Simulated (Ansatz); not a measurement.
## Simulated XPS, UPS and emission spectra of Na3AsBr6

Aim: the valence spectrum of Na3AsBr6 from He I to hard X-rays, and which orbitals make each feature.

Program: Ansatz 0.2.0. Level of theory: DFT, PBE, plane-wave PAW, default files, scalar-relativistic, in the first sound run; inputs show where later runs differ. Results are calculated unless marked as measured.

**1. Starting point**

It takes space group Fm-3m (No. 225, cubic). The conventional cell has a = 11.015 Å, b = 11.015 Å, c = 11.015 Å, α = 90.00°, β = 90.00°, γ = 90.00°. Br has 1 As at 2.65 Å and 1 Na at 2.86 Å nearest. Nearest to As lie 6 Br at 2.65 Å. Nearest to Na lie 6 Br at 2.86 Å. Nearest to Na lie 12 Br at 3.90 Å. Farther neighbours and most contacts between anions are not listed.

**2. The base run**

First the ground state, then the DOS by atom and shell, which the cross sections turn into spectra. The DOS is taken on a denser mesh than the density.

input.yaml

```yaml
crystal:
  lattice:
    - [0.0, 5.50764, 5.50764]
    - [5.50764, 0.0, 5.50764]
    - [5.50764, 5.50764, 0.0]
  atoms:
    - { symbol: Br, position: [0.759626, 0.759626, 0.240374] }
    - { symbol: Br, position: [0.759626, 0.240374, 0.759626] }
    - { symbol: Br, position: [0.240374, 0.759626, 0.240374] }
    - { symbol: Br, position: [0.240374, 0.759626, 0.759626] }
    - { symbol: Br, position: [0.240374, 0.240374, 0.759626] }
    - { symbol: Br, position: [0.759626, 0.240374, 0.240374] }
    - { symbol: As, position: [0.0, 0.0, 0.0] }
    - { symbol: Na, position: [0.5, 0.5, 0.5] }
    - { symbol: Na, position: [0.25, 0.25, 0.25] }
    - { symbol: Na, position: [0.75, 0.75, 0.75] }
kpoints:
  mp_grid: { grid: [4, 4, 4] }
  band_path:
    path:
      - [[0.0, 0.0, 0.0], [0.5, 0.0, 0.5], [0.625, 0.25, 0.625]]
      - [[0.375, 0.375, 0.75], [0.0, 0.0, 0.0], [0.5, 0.5, 0.5], [0.5, 0.25, 0.75], [0.5, 0.0, 0.5]]
    npoints: 15
scf:
  occupations: { method: fermi_dirac, width: 0.02 }
  n_extra_bands: 24
hamiltonian:
  xc: pbe
  pseudopotentials: { kind: paw }
output:
  forces: true
  stress: true
  dos:
    projected: true
    de: 0.05
    e_range: [-30, 12]
    nscf_kmesh: { grid: [6, 6, 6] }
  fatbands: true
  write_density: true
  write_potential: true
  elf: true
  volumetric_format: npy
```

On the command line:

```console
$ ansatz run input.yaml --threads 2 --pin off --max-ram 4096MiB --backend cpu --events-out ev --progress --plain --runs-dir out
```

Numbers of over 12 decimals in the logs are rounded to 6 here.

What it wrote:

```text
scf.n_extra_bands = 24 over 42 filled bands (N_el = 84.0): the run solves 66 bands
Engine: ansatz 0.2.0, aarch64-unknown-linux-gnu
Pseudopotentials: kind: paw
Pseudopotential: Br, paw, valence charge 7, recommended cutoff 420 eV (normal), Br.paw.azcp
Pseudopotential: As, paw, valence charge 15, recommended cutoff 420 eV (normal), As.paw.azcp
Pseudopotential: Na, paw, valence charge 9, recommended cutoff 420 eV (normal), Na.paw.azcp
Functional definition: PBE
  parameter kappa = 0.804
  parameter beta = 0.066725
  exchange = pbe_x(kappa = kappa, mu = beta*pi^2/3)
  correlation = pbe_c(beta = beta)
Crystal: 10 atoms, lattice volume = 334.139 Å³
Basis set: ecut = 420 eV, 6423 PW (Γ), exchange–correlation on 108×108×108 points (8 copies of the dense FFT grid, shifted against one another)
Bands: 66, of which v1, the nominal top of the filled ones, is band 42 counted from 1 (41 counted from 0)
Symmetry: 48 space group operations
Space group: Fm-3m (ITA 225), of the structure as read, at distance tolerance 6.9e-5 Å
k-points: 8 of 64
Non-local potential: Br, projectors of the file, l = 0: 2, l = 1: 2, l = 2: 2
Non-local potential: As, projectors of the file, l = 0: 2, l = 1: 2, l = 2: 3, l = 3: 1
Non-local potential: Na, projectors of the file, l = 0: 3, l = 1: 2, l = 2: 1
PAW form: soft (Blöchl's): semilocal exchange-correlation on the pseudo side does not see the compensation charge
PAW one-centre angular grid: Br, 110 points (default); XC on 64 Gauss nodes
PAW one-centre angular grid: As, 590 points (default); XC on 64 Gauss nodes
PAW one-centre angular grid: Na, 110 points (default); XC on 64 Gauss nodes
Initial density: superposition of atomic densities (neutral atoms: chi_scale 0, normalization atom), corrected by the library's trained network
Initial wavefunctions: pseudopotential atomic-orbital guess
Functional: x = pbe(κ = 0.804, μ = 0.219515), c = pbe(β = 0.066725)
SCF iter   1: F=—  HF=-26024.141417 eV  |F-HF|=—  |Δ(HF+E_count)|=         —  Δρ=6.33e-4  dr2=3.01e-3  ethr=1.77e-3  ⟨swp⟩=8.9  Hψ=2571  notcnv=0  defer=54
preconditioner: auto → Resta (q_TF=auto, 2.167 Å⁻¹)  ε∞=2.4  [insulator: Δε(μ)=2.488 eV  Ē_g=12.170 eV  σ=0.020 eV  W_gap=1.00  n_scr=58 (ndim 8)  ℏωp=14.4 eV  f_vac=0.163  D(μ)=0.00/eV (n_scr^D=0)  ε∞_Penn≈2.4]
SCF iter   2: F=—  HF=-26024.142044 eV  |F-HF|=—  |Δ(HF+E_count)|=   6.27e-4  Δρ=3.59e-4  dr2=1.02e-3  ethr=3.58e-6  ⟨swp⟩=3.2  Hψ=1071  notcnv=0  defer=150
SCF iter   3: F=—  HF=-26024.142180 eV  |F-HF|=—  |Δ(HF+E_count)|=   1.37e-4  Δρ=1.90e-4  dr2=2.68e-4  ethr=1.21e-6  ⟨swp⟩=2.0  Hψ=498  notcnv=0  defer=150
SCF iter   4: F=—  HF=-26024.142250 eV  |F-HF|=—  |Δ(HF+E_count)|=   6.99e-5  Δρ=5.99e-5  dr2=1.60e-5  ethr=3.19e-7  ⟨swp⟩=2.0  Hψ=554  notcnv=0  defer=150
SCF iter   5: F=—  HF=-26024.142116 eV  |F-HF|=—  |Δ(HF+E_count)|=   1.34e-4  Δρ=2.05e-5  dr2=2.78e-6  ethr=1.90e-8  ⟨swp⟩=2.0  Hψ=642  notcnv=0  defer=150
SCF iter   6: F=—  HF=-26024.142116 eV  |F-HF|=—  |Δ(HF+E_count)|=   8.12e-8  Δρ=6.95e-6  dr2=1.31e-7  ethr=3.31e-9  ⟨swp⟩=2.0  Hψ=697  notcnv=0  defer=150
SCF iter   7: F=-26024.142116 eV  HF=-26024.142116 eV  |F-HF|=4.80e-10  |Δ(HF+E_count)|=   5.44e-8  Δρ=1.57e-6  dr2=1.04e-8  ethr=1.19e-10  ⟨swp⟩=19.4  Hψ=4431  notcnv=0
SCF 1 converged in 7 iterations: F = -26024.142116 eV  dr2 = 1.04e-8
  greatest PAW one-centre occupation: 1.000 electrons in one spin orbital (limit 2), on the As atom at site 6 (counted from 0), in its partial waves of l = 2
NSCF: frozen V_eff on 92 k-points
NSCF: frozen V_eff on 16 k-points
SCF converged after 7 iterations
Free energy (F): -26024.142116 eV
Harris-Foulkes:  -26024.142116 eV  (|F-HF|=4.80e-10)
Internal energy: -26024.142116 eV  (E = F + TS)
E sigma→0 (E₀):  -26024.142116 eV
Fermi energy:    2.597700 eV
--- Per-component energies (eV) ---
  E_band       = -1205.464043
  E_kinetic    = 1260.851186
  E_local      = -8534.712184  (includes V_loc(G=0)·N_el)
  E_nonlocal   = 95.322795
  E_hartree    = 3388.316290
  E_xc         = -1781.712891
  E_vxc        = -848.732827  (∫ρ·V_xc dr)
  E_paw        = -16102.937289  (= ΣΔE_a)
  E_vpaw       = 45.179623  (= ΣTr[D̂ρ^β])
  E_aug_tail   = -0.000132  (compensation charges beyond the density's cutoff)
  E_ewald      = -4349.269891
  E_smearing   = -0.000000  (= −TS)
  E_closure    = 0.000000  (closes the sum)
  Σ components = -26024.142116   (vs F -26024.142116, Δ=0.00e0)
--- Forces (eV/Å), atoms counted from 1 ---
  atom   1  Br     0.00000000    -0.00000000     0.00242507
  atom   2  Br    -0.00000000     0.00242507     0.00000000
  atom   3  Br     0.00000000    -0.00242507     0.00000000
  atom   4  Br     0.00242507     0.00000000     0.00000000
  atom   5  Br     0.00000000    -0.00000000    -0.00242507
  atom   6  Br    -0.00242507    -0.00000000     0.00000000
  atom   7  As     0.00000000    -0.00000000    -0.00000000
  atom   8  Na     0.00000000    -0.00000000    -0.00000000
  atom   9  Na    -0.00000000    -0.00000000     0.00000000
  atom  10  Na     0.00000000    -0.00000000     0.00000000
  max |Σ_I F_I| component: 5.71e-18 eV/Å
--- Stress (GPa, compression-positive) ---
       -0.089194      -0.000000       0.000000
        0.000000      -0.089194       0.000000
       -0.000000       0.000000      -0.089194
  P = ⅓ Tr σ = -0.0892 GPa (-0.892 kbar)
--- Band table (eV; the first three rows and the last of 8) ---
  k-point 0: bands = [... 38 lower, 0.6182, 1.2317, 1.2317, 1.2317, 4.4216, 4.4499, 4.4499, 4.4499, ... 20 higher]
  k-point 1: bands = [... 38 lower, 0.8515, 1.0756, 1.0756, 1.1306, 4.1457, 4.7875, 4.7875, 4.8845, ... 20 higher]
  k-point 2: bands = [... 38 lower, 0.9229, 0.9229, 0.9645, 1.1322, 3.8312, 5.1112, 5.1112, 5.6434, ... 20 higher]
  k-point 7: bands = [... 38 lower, 0.4843, 0.9402, 0.9402, 1.3512, 4.6770, 4.8675, 4.8675, 6.1706, ... 20 higher]
```

Wall time 75 s (2 threads of Arm Neoverse V1, shared host); peak memory 1.2 GiB; 2.5 min of CPU time.

In the SCF lines HF is the Harris–Foulkes energy and dr2 the Hartree energy of the density residual, in eV; the loop may stop once dr2 is under the threshold and the program's other checks hold. Hψ counts applications of the Hamiltonian.

Numbers from this step:

```yaml
free_energy: -26024.1421 eV
fermi_energy: 2.598 eV
symmetry_operations: 48
pressure: -0.08919 GPa
gap_on_the_k_mesh: 2.480 eV
zero_of_energy: valence-band maximum
share_of_occupied_states_in_no_projected_shell: 0.0036 of the occupied states in the window
gap_on_the_path: 2.48 eV
least_direct_gap_on_the_path: 2.699 eV
valence_top_on_path: 0 eV
```

Electronic bands along the path, in eV, zero at the valence-band maximum; v1 is the highest filled band, c1 the lowest empty one:

```csv
point,v4,v3,v2,v1,c1,c2,c3,c4
Γ,-0.73,-0.12,-0.12,-0.12,3.07,3.10,3.10,3.10
0.47 of the way,-0.40,-0.40,-0.39,-0.12,3.25,3.25,3.28,3.61
X,-0.73,-0.73,-0.13,-0.01,3.42,3.42,3.58,4.78
0.47 of the way,-0.78,-0.72,-0.16,-0.01,3.35,3.47,3.58,4.79
U,-0.67,-0.62,-0.26,-0.02,3.17,3.55,3.62,4.76
jump to K,-0.67,-0.62,-0.26,-0.02,3.17,3.55,3.62,4.76
0.53 of the way,-0.39,-0.34,-0.34,-0.23,2.91,3.28,3.59,3.66
Γ,-0.73,-0.12,-0.12,-0.12,3.07,3.10,3.10,3.10
0.53 of the way,-0.47,-0.29,-0.29,-0.23,2.76,3.47,3.47,3.59
L,-0.43,-0.43,-0.39,-0.22,2.48,3.76,3.76,4.29
0.53 of the way,-0.68,-0.41,-0.40,-0.08,2.88,3.62,3.70,4.54
W,-0.87,-0.41,-0.41,0.00,3.33,3.52,3.52,4.82
0.47 of the way,-0.78,-0.66,-0.21,-0.01,3.37,3.45,3.56,4.79
X,-0.73,-0.73,-0.13,-0.01,3.42,3.42,3.58,4.78
```

Of the projections kept (Br s, Br p, As s, As p, Na s, not projected), the largest for each band there; the rest of the weight can lie on other orbitals:

```csv
point,v4,v3,v2,v1,c1,c2,c3,c4
Γ,Br p 0.97,Br p 1.00,Br p 1.00,Br p 1.00,Na s 0.86,As p 0.55,As p 0.55,As p 0.55
X,Br p 0.99,Br p 0.99,Br p 1.00,Br p 0.83,As p 0.55,As p 0.55,As p 0.53,Na s 0.74
U,Br p 0.99,Br p 0.99,Br p 1.00,Br p 0.83,As p 0.52,As p 0.54,As p 0.54,Na s 0.84
K,Br p 0.99,Br p 0.99,Br p 1.00,Br p 0.83,As p 0.52,As p 0.54,As p 0.54,Na s 0.84
Γ,Br p 0.97,Br p 1.00,Br p 1.00,Br p 1.00,Na s 0.86,As p 0.55,As p 0.55,As p 0.55
L,Br p 1.00,Br p 1.00,Br p 1.00,Br p 0.82,As p 0.53,As p 0.54,As p 0.54,Na s 0.85
```

The DOS has structure finer than the step of the table below, so its rows give means over 1 eV, whole bins alone (the curve runs from -25.2 to 9.98 eV). Peaks (eV: height): total -23.7: 120, -22.3: 60, -13.2: 40.0, -0.7: 28.9; Br 4p -1.9: 16.9, -1.1: 16.2, -0.7: 28.6, -0.3: 15.3; As 4p -13.2: 2.76, -3.5: 5.97, 3.7: 6.06; As 4s -14.0: 3.50, -9.4: 10.3; Br 4s -14.0: 15.0, -13.2: 36.8, -13.0: 22.8.

* holds the states left over by the projection beside any projected weight of its own. The DOS by E, zero at the valence-band maximum; means over each step; 7 of 8 lines; values in states/eV/cell:

```csv
E (eV),total,Br 4p,As 4p,As 4s,Br 4s,Na 3s,Na 3p*
-24,12.0,7.5e-4,6.7e-5,0,0,5.4e-4,0
-23,0,0,0,0,0,0,0
-22,6.00,0.00834,1.2e-4,2.1e-5,0.00285,4.2e-4,0
-21,0,0,0,0,0,0,0
-20,0,0,0,0,0,0,0
-19,0,0,0,0,0,0,0
-18,0,0,0,0,0,0,0
-17,0,0,0,0,0,0,0
-16,0,0,0,0,0,0,0
-15,0,0,0,0,0,0,0
-14,2.00,0.0566,1.8e-4,0.351,1.50,0.0880,3.7e-4
-13,10.00,0.0141,0.406,0.00209,9.35,0.218,0.00278
-12,0,0,0,0,0,0,0
-11,0,0,0,0,0,0,0
-10,0.430,0.0641,5.1e-5,0.279,0.0815,0.00452,0.00125
-9,1.57,0.227,1.1e-4,1.01,0.316,0.00839,0.00499
-8,0,0,0,0,0,0,0
-7,0,0,0,0,0,0,0
-6,0,0,0,0,0,0,0
-5,0,0,0,0,0,0,0
-4,3.85,2.47,1.21,8.1e-4,0.0921,0.0672,0.0184
-3,2.15,1.34,0.721,1.8e-4,0.0719,0.00129,0.0119
-2,8.24,7.77,0.0238,0.00902,0.0359,0.328,0.0695
-1,16.0,15.7,0.0574,0.0456,0.0297,0.117,0.118
0,5.72,5.38,0.0113,0.275,0.00408,0.0230,0.0309
1,0,0,0,0,0,0,0
2,0.00443,8.5e-4,0.00233,0,3.8e-4,6.9e-4,1.8e-4
3,3.51,1.04,1.80,0.00239,0.190,0.293,0.186
4,4.73,1.13,1.42,0.00146,0.163,1.77,0.264
5,1.76,0.188,0.00926,7.3e-5,0.0381,1.42,0.105
6,2.61,0.0562,0.00971,6.1e-4,0.0255,0.316,2.20
7,7.76,0.0588,0.0194,3.5e-4,0.00930,0.174,7.50
8,7.92,0.202,0.0751,0.00562,0.0555,0.733,6.85
9,9.36,0.121,0.0688,0.00275,0.0141,0.233,8.92
```

Sums over each group's atoms; a table of it gives point samples, which can step over narrow peaks. Table of DOS of the group by E, zero at the valence-band maximum; 7 of 8 lines; values in states/eV:

```csv
E (eV),Br1: Br 4p,Br1: Br 4s,As7: As 4p,As7: As 4s,Na9: Na 3s,Na8: Na 3s,Na8: Na 2p
-15,0,0,0,0,0,0,0
-14,0.244,6.48,4.0e-5,1.52,0.241,0.135,0
-13,0.0126,13.5,0.202,4.2e-4,0.0210,0.0374,0
-12,0,0,0,0,0,0,0
-11,0,0,0,0,0,0,0
-10,0,0,0,0,0,0,0
-9,0,0,0,0,0,0,0
-8,0,0,0,0,0,0,0
-7,0,0,0,0,0,0,0
-6,0,0,0,0,0,0,0
-5,0,0,0,0,0,0,0
-4,0.256,0.00401,0.118,7.9e-5,6.2e-4,0.0189,0
-3,0,0,0,0,0,0,0
-2,14.2,0.0603,0.0391,0.0167,0.631,0.131,0
-1,12.8,0.0125,0.0252,0.0225,0.0413,0.0128,0
0,3.16,0.00173,0.00402,0.447,0.00704,0.00573,0
1,0,0,0,0,0,0,0
2,0,0,0,0,0,0,0
3,1.06,0.248,2.00,0.00441,0.0668,0.301,0
4,0.157,0.0774,0.0546,0.00140,1.35,0.0314,0
5,0.0284,0.00386,0.00118,0,0.212,5.8e-4,0
6,0.0427,0.0189,0.00969,9.0e-4,0.0574,0.175,0
7,0.0478,0.00431,0.0259,1.3e-4,0.0494,0.0329,0
8,0.160,0.0467,0.0610,0.00318,0.0370,0.506,0
9,0.0846,0.00499,0.0611,0.00178,0.0111,0.0609,0
```

Simulated valence spectra by photon energy, shown to 13 eV, since a deeper line would dwarf them at some energies; the 100 % can be that line's tail at the edge; this run's widths, added to any smearing of the DOS itself: Gaussian 0.1 eV, Lorentzian 0.1 eV plus 0.05 an eV of depth. Intensity against binding energy, zero at the valence-band maximum; values in % of the maximum within 13 eV:

```csv
binding energy (eV),21.2 eV,40.8 eV,250 eV,1486.7 eV,5950 eV
-1,0.984,1.11,1.25,1.08,1.13
0,20.7,21.7,23.2,23.1,25.2
1,67.5,67.6,67.7,67.6,65.8
2,50.5,51.1,51.4,51.0,49.8
3,4.76,5.09,5.67,5.35,5.47
4,8.51,9.06,10.1,9.62,9.69
5,0.773,1.02,1.37,1.06,1.25
6,0.330,0.610,0.987,0.652,0.922
7,0.192,0.542,1.02,0.650,1.07
8,0.128,0.653,1.40,0.982,1.80
9,-,2.00,4.66,4.22,8.24
10,-,1.78,4.32,3.79,7.48
11,-,1.04,3.02,2.40,4.91
12,-,1.89,6.79,6.12,13.0
```

Maxima picked by a test of local sharpness, so broad peaks and shoulders can be missing; peaks within 0.45 eV of a curve's cut are left out. Valence peaks, by row:

```csv
photon energy (eV),binding energy (eV),height (% of the maximum within 13 eV),main shell,its share (%)
21.2,3.498,33.74,Br 4p,83.05
21.2,1.898,55.83,Br 4p,99.62
21.2,1.098,69.64,Br 4p,99.81
21.2,0.748,100,Br 4p,99.78
40.8,23.75,101.7,Na 2p,99.96
40.8,22.4,66.13,Na 2p,99.9
40.8,13.2,13.11,Br 4s,86.23
40.8,9.448,5.562,As 4s,50.8
40.8,3.498,35.37,Br 4p,78.91
40.8,1.898,56.42,Br 4p,98.18
40.8,1.098,69.82,Br 4p,99.14
40.8,0.748,100,Br 4p,99.37
250,23.75,191.6,Na 2p,99.94
250,22.4,124.6,Na 2p,99.87
250,13.2,55.09,Br 4s,94.96
250,9.448,13.07,As 4s,55.23
250,3.498,39.33,Br 4p,70.68
250,1.898,56.71,Br 4p,97.27
250,1.098,69.96,Br 4p,98.54
250,0.748,100,Br 4p,98.98
1487,23.75,15.12,Na 2p,99.25
1487,22.4,9.919,Na 2p,98.28
1487,13.2,55.28,Br 4s,97.13
1487,9.448,12.69,As 4s,57.33
1487,3.498,38.39,Br 4p,72.63
1487,1.898,56.33,Br 4p,98.21
1487,1.098,69.85,Br 4p,98.99
1487,0.748,100,Br 4p,99.26
5950,13.2,118.6,Br 4s,98.51
5950,9.448,24.97,As 4s,61.1
5950,3.498,38.87,Br 4p,69.34
5950,1.898,55.09,Br 4p,97.11
5950,1.098,68.05,Br 4p,98.24
5950,0.748,97.11,Br 4p,98.83
```

Shapes are the site's partial DOS without matrix elements, which overweights lines from ligand s bands. Table of intensity by emission energy less the core level's binding energy, zero at the valence-band maximum; read off at these points; values in % of the unpolarised maximum:

```csv
emission energy less the core level's binding energy (eV),Br K-beta valence,Br L3-N1,As K-beta valence,As L3-N1
-25.0,0.420,0.679,0.591,0.410
-24.0,0.464,0.814,0.676,0.477
-23.0,0.516,0.997,0.781,0.565
-22.0,0.568,1.24,0.915,0.679
-21.0,0.621,1.56,1.09,0.835
-20.0,0.685,2.05,1.33,1.06
-19.0,0.767,2.82,1.69,1.40
-18.0,0.870,4.13,2.24,1.96
-17.0,1.00,6.62,3.17,3.04
-16.0,1.18,12.3,4.96,5.63
-15.0,1.43,28.5,8.76,14.0
-14.0,1.72,72.1,15.9,26.9
-13.2,1.94,99.7,19.2,19.0
-13.0,1.99,95.6,18.8,16.6
-12.0,2.37,42.2,12.6,13.1
-11.0,3.00,17.3,7.96,24.4
-10.0,3.97,11.4,6.47,75.7
-9.4,4.54,10.1,6.44,99.4
-9.0,4.87,8.39,6.70,81.1
-8.0,5.85,4.43,8.41,25.2
-7.0,7.81,2.82,12.4,9.95
-6.0,11.7,2.11,21.8,5.41
-5.0,19.6,1.94,46.0,3.63
-4.0,34.2,2.82,91.2,3.00
-3.5,43.1,3.14,99.7,3.00
-3.0,53.4,2.59,85.6,3.27
-2.0,82.5,1.81,43.1,6.23
-1.0,99.8,1.40,23.4,16.4
-0.2,82.3,0.937,15.3,30.2
0.0,74.6,0.850,13.7,28.8
1.0,38.7,0.589,8.12,7.71
```

The broadened DOS, unweighted empty DOS has structure finer than the step of the table below, so its rows give means over 0.5 eV, whole bins alone (the curve runs from -0.973 to 9.43 eV). Peaks (eV: height): 3.53: 7.34, 4.53: 4.48.

Broadened DOS, unweighted empty DOS against E, zero at the valence-band maximum; means over each step:

E (eV), broadened DOS, unweighted empty DOS (states/eV/cell) and a bar:
```
      1.5       0.00 
      2.0       0.02 
      2.5       0.81 ###
      3.0       3.56 ############
      3.5       6.54 ######################
      4.0       3.72 ############
      4.5       4.03 #############
      5.0       1.31 ####
      5.5       0.45 #
      6.0       2.54 ########
      6.5       5.53 ##################
      7.0       8.09 ###########################
      7.5       8.35 ############################
      8.0       7.97 ##########################
      8.5       8.38 ############################
      9.0       9.08 ##############################
```

[end of part 1 of 3]

[Logs are printed without paths, hosts, clocks, repeated set-up lines and the standing remarks that a program may print on its own settings, such as how far it seeks lower states.]

[Hosts, paths, dates, database ids (printed as entryN), source tags and the programs' standing remarks are cut or masked in the printed files.]

[Maps of the electrostatic potential energy from Ansatz leave out the sawtooth potential of an applied field or a dipole correction, so their vacuum need not be flat; work functions include it.]

[Peak lists hold at most the 14 tallest peaks of each spectrum; further lines can be left out.]
